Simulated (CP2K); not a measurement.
The C K edge of isocyanoacetylene was computed by TDDFT (CP2K XAS_TDP, aug-cc-pVTZ, TDA) at these levels: PBEh(45%), PBEh(45%) + GW2X and PBEh(60%). The first three lines of C1 (bonded to N) with a strength over 0.0015, energy in eV and strength:

```tsv
run	first	second	third
1	284.60 (0.171)	291.65 (0.002)	292.69 (0.007)
2	280.98 (0.147)	287.54 (0.005)	288.14 (0.004)
3	286.36 (0.144)	292.91 (0.005)	293.51 (0.004)
```

Q: Which run is which?

Run 1: PBEh(60%) (60 % exact exchange). Run 2: PBEh(45%) (45 % exact exchange). Run 3: PBEh(45%) + GW2X (45 % exact exchange). Self-interaction lifts the core level, so the uncorrected lines rise with the share of exact exchange. The GW2X run keeps the spacings of its parent: 6.55 eV between the first two lines in run 3, 6.56 eV in run 2. Its shift is +5.38 eV, since the Kohn–Sham level at this share of exchange lies that far above the quasiparticle level.

[Banner, clock and machine lines of the logs are left out without a mark of their own.]

[Logs are printed without paths, hosts, clocks, repeated set-up lines and the standing remarks that a program may print on its own settings, such as how far it seeks lower states.]

[Hosts, paths, dates, database ids (printed as entryN), source tags and the programs' standing remarks are cut or masked in the printed files.]
